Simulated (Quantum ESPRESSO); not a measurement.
# KCo2As2: parallel and opposed starts, part 2 of 2

Aim: find out which collinear order of KCo2As2 costs least.

Quantum ESPRESSO 7.5; LDA; plane waves with GBRV 1.5 LDA potentials, no spin-orbit coupling.

So far: Starting point; Run 1, typed as ferro ++; Run 2 (antiferro q=(0,0,1/2) +−+−).

## (3) Run 2 (antiferro q=(0,0,1/2) +−+−) (continued)

Spin moment in the atom's sphere by atom:

```tsv
atom	spin moment in the atom's sphere (μB)
K1	0.0000
K2	0.0000
Co3	0.0003
Co4	-0.0002
Co5	0.0003
Co6	-0.0002
As7	0.0000
As8	0.0000
As9	0.0000
As10	0.0000
```

Read from the output:

```
smearing term TS       : 0.1546 eV
magnetization          : 0 μB
absolute magnetization : 0 μB
final state            : non-magnetic
```

## (4) Run 3 (antiferro +−)

pw.in

```
&CONTROL
  calculation = 'scf'
  prefix = 'pwscf'
  outdir = './tmp'
  pseudo_dir = './pseudo'
  disk_io = 'nowf'
/
&SYSTEM
  ibrav = 0
  nat = 5
  ntyp = 4
  ecutwfc = 40
  ecutrho = 280
  nbnd = 36
  occupations = 'smearing'
  smearing = 'fd'
  degauss = 0.00734986
  nspin = 2
  starting_magnetization(1) = 0
  starting_magnetization(2) = 0.1176
  starting_magnetization(3) = -0.1176
  starting_magnetization(4) = 0
/
&ELECTRONS
  conv_thr = 1d-08
  electron_maxstep = 150
  mixing_beta = 0.3
/
ATOMIC_SPECIES
K      39.0983 k_lda_v1.4.uspp.F.UPF
Co1    58.9332 co_lda_v1.2.uspp.F.UPF
Co2    58.9332 co_lda_v1.2.uspp.F.UPF
As     74.9216 as_lda_v1.uspp.F.UPF
CELL_PARAMETERS angstrom
  -1.8699690938    1.8699690938    6.8199068568
   1.8699690938   -1.8699690938    6.8199068568
   1.8699690938    1.8699690938   -6.8199068568
ATOMIC_POSITIONS crystal
K       0.0000000000    0.0000000000    0.0000000000
Co1     0.7500000000    0.2500000000    0.5000000000
Co2     0.2500000000    0.7500000000    0.5000000000
As      0.3465498600    0.3465498600    0.0000000000
As      0.6534501400    0.6534501400    0.0000000000
K_POINTS automatic
10 10 10 0 0 0
```

Launch:

```sh
$ OMP_NUM_THREADS=1 mpirun -n 4 pw.x -nk 4 -in pw.in > pw.out
```

Output:

```text
     [... lines left out ...]
Program PWSCF v.7.5 starts
     [... lines left out ...]
     number of atoms/cell      =            5
     [... lines left out ...]
     number of electrons       =        53.00
     number of Kohn-Sham states=           36
     kinetic-energy cutoff     =      40.0000  Ry
     charge density cutoff     =     280.0000  Ry
     scf convergence threshold =      1.0E-08
     [... lines left out ...]
      8 Sym. Ops. (no inversion) found
     [... lines left out ...]
     number of k points=   102  Fermi-Dirac smearing, width (Ry)=  0.0073
     [... lines left out ...]
     iteration # 20     ecut=    40.00 Ry     beta= 0.30
     [... lines left out ...]
     Magnetic moment per site  (integrated on atomic sphere of radius R)
     atom   1 (R=0.190)  charge=  8.0622  magn= -0.0000
     atom   2 (R=0.129)  charge= 15.2427  magn= -0.0001
     atom   3 (R=0.129)  charge= 15.2427  magn= -0.0000
     atom   4 (R=0.129)  charge=  2.3554  magn=  0.0000
     atom   5 (R=0.129)  charge=  2.3554  magn=  0.0000
     [... lines left out ...]
     the Fermi energy is     9.1481 ev
!    total energy              =    -733.41615575 Ry
     estimated scf accuracy    <          1.3E-09 Ry
     smearing contrib. (-TS)   =      -0.00568125 Ry
     [... lines left out ...]
     total magnetization       =    -0.00 Bohr mag/cell
     absolute magnetization    =     0.00 Bohr mag/cell
     convergence has been achieved in  20 iterations
```

The job ended after 8.4 min (4 MPI ranks of Intel Xeon Platinum 8259CL at 2.50GHz (Skylake/Cascade Lake), shared host; peak memory 0.94 GiB).

Spin moment in the atom's sphere by atom:

```tsv
atom	spin moment in the atom's sphere (μB)
K1	0.0000
Co2	-0.0001
Co3	0.0000
As4	0.0000
As5	0.0000
```

Read from the output:

| Property | Result |
| --- | --- |
| smearing term TS | 0.07730 eV |
| magnetization | 0 μB |
| absolute magnetization | 0 μB |
| final state | non-magnetic |

## (5) Run 4, typed as no spin polarisation

pw.in

```
&CONTROL
  calculation = 'scf'
  prefix = 'pwscf'
  outdir = './tmp'
  pseudo_dir = './pseudo'
  disk_io = 'nowf'
/
&SYSTEM
  ibrav = 0
  nat = 5
  ntyp = 3
  ecutwfc = 40
  ecutrho = 280
  nbnd = 36
  occupations = 'smearing'
  smearing = 'fd'
  degauss = 0.00734986
/
&ELECTRONS
  conv_thr = 1d-08
  electron_maxstep = 150
  mixing_beta = 0.3
/
ATOMIC_SPECIES
K      39.0983 k_lda_v1.4.uspp.F.UPF
Co     58.9332 co_lda_v1.2.uspp.F.UPF
As     74.9216 as_lda_v1.uspp.F.UPF
CELL_PARAMETERS angstrom
  -1.8699690938    1.8699690938    6.8199068568
   1.8699690938   -1.8699690938    6.8199068568
   1.8699690938    1.8699690938   -6.8199068568
ATOMIC_POSITIONS crystal
K       0.0000000000    0.0000000000    0.0000000000
Co      0.7500000000    0.2500000000    0.5000000000
Co      0.2500000000    0.7500000000    0.5000000000
As      0.3465498600    0.3465498600    0.0000000000
As      0.6534501400    0.6534501400    0.0000000000
K_POINTS automatic
10 10 10 0 0 0
```

Output:

```text
     [... lines left out ...]
Program PWSCF v.7.5 starts
     [... lines left out ...]
     number of atoms/cell      =            5
     [... lines left out ...]
     number of electrons       =        53.00
     number of Kohn-Sham states=           36
     kinetic-energy cutoff     =      40.0000  Ry
     charge density cutoff     =     280.0000  Ry
     scf convergence threshold =      1.0E-08
     [... lines left out ...]
     16 Sym. Ops., with inversion, found
     [... lines left out ...]
     number of k points=   102  Fermi-Dirac smearing, width (Ry)=  0.0073
     [... lines left out ...]
     iteration # 15     ecut=    40.00 Ry     beta= 0.30
     [... lines left out ...]
     the Fermi energy is     9.1481 ev
!    total energy              =    -733.41615574 Ry
     estimated scf accuracy    <          4.4E-09 Ry
     smearing contrib. (-TS)   =      -0.00568132 Ry
     [... lines left out ...]
     convergence has been achieved in  15 iterations
```

The job ended after 3.4 min (4 MPI ranks; peak memory 0.7 GiB; 14 min of CPU time).

Read from the output:

```
smearing term TS : 0.07730 eV
final state      : non-magnetic (no spin polarisation)
```

## (6) Energies of the orders

An order is kept where moments of 0.15 μB or more survive with the typed signs; meshes match where a doubled cell samples the same k points as the first cell.

Orders:

```tsv
start	final state	typed order kept	energy over the lowest (meV a seeded atom)	largest site moment (μB)	net moment (μB a cell of the first run)	mesh matched	CPU time (s)
ferro ++	non-magnetic	no	0	0	0	yes	1720
antiferro q=(0,0,1/2) +-+-	non-magnetic	no	0	0	0	yes	8358
antiferro +-	non-magnetic	no	0	0	0	yes	2025
no spin polarisation	non-magnetic	-	0	0	0	yes	826.4
```

## (7) Summary of results

- lowest state found: non-magnetic (from ferro ++, antiferro q=(0,0,1/2) +-+-, antiferro +- and no spin polarisation)
- largest site moment: 0 μB

The lowest state carries no moment, and no start kept one. This is the lowest of 4 collinear or spinless starts, no proof of the ground state. Energies are free energies at an electronic temperature of 1160 K, which lowers moments and differences where the moments are itinerant.

[Logs and program files are shortened in this print: banners, set-up blocks, solver, clock and traceback lines can be left out without a mark of their own.]

[Logs are printed without paths, hosts, clocks, repeated set-up lines and the standing remarks that a program may print on its own settings, such as how far it seeks lower states.]

[Hosts, paths, dates, database ids (printed as entryN), source tags and the programs' standing remarks are cut or masked in the printed files.]

[Where a cell is said to come from a database of computed structures, the database is the Materials Project.]
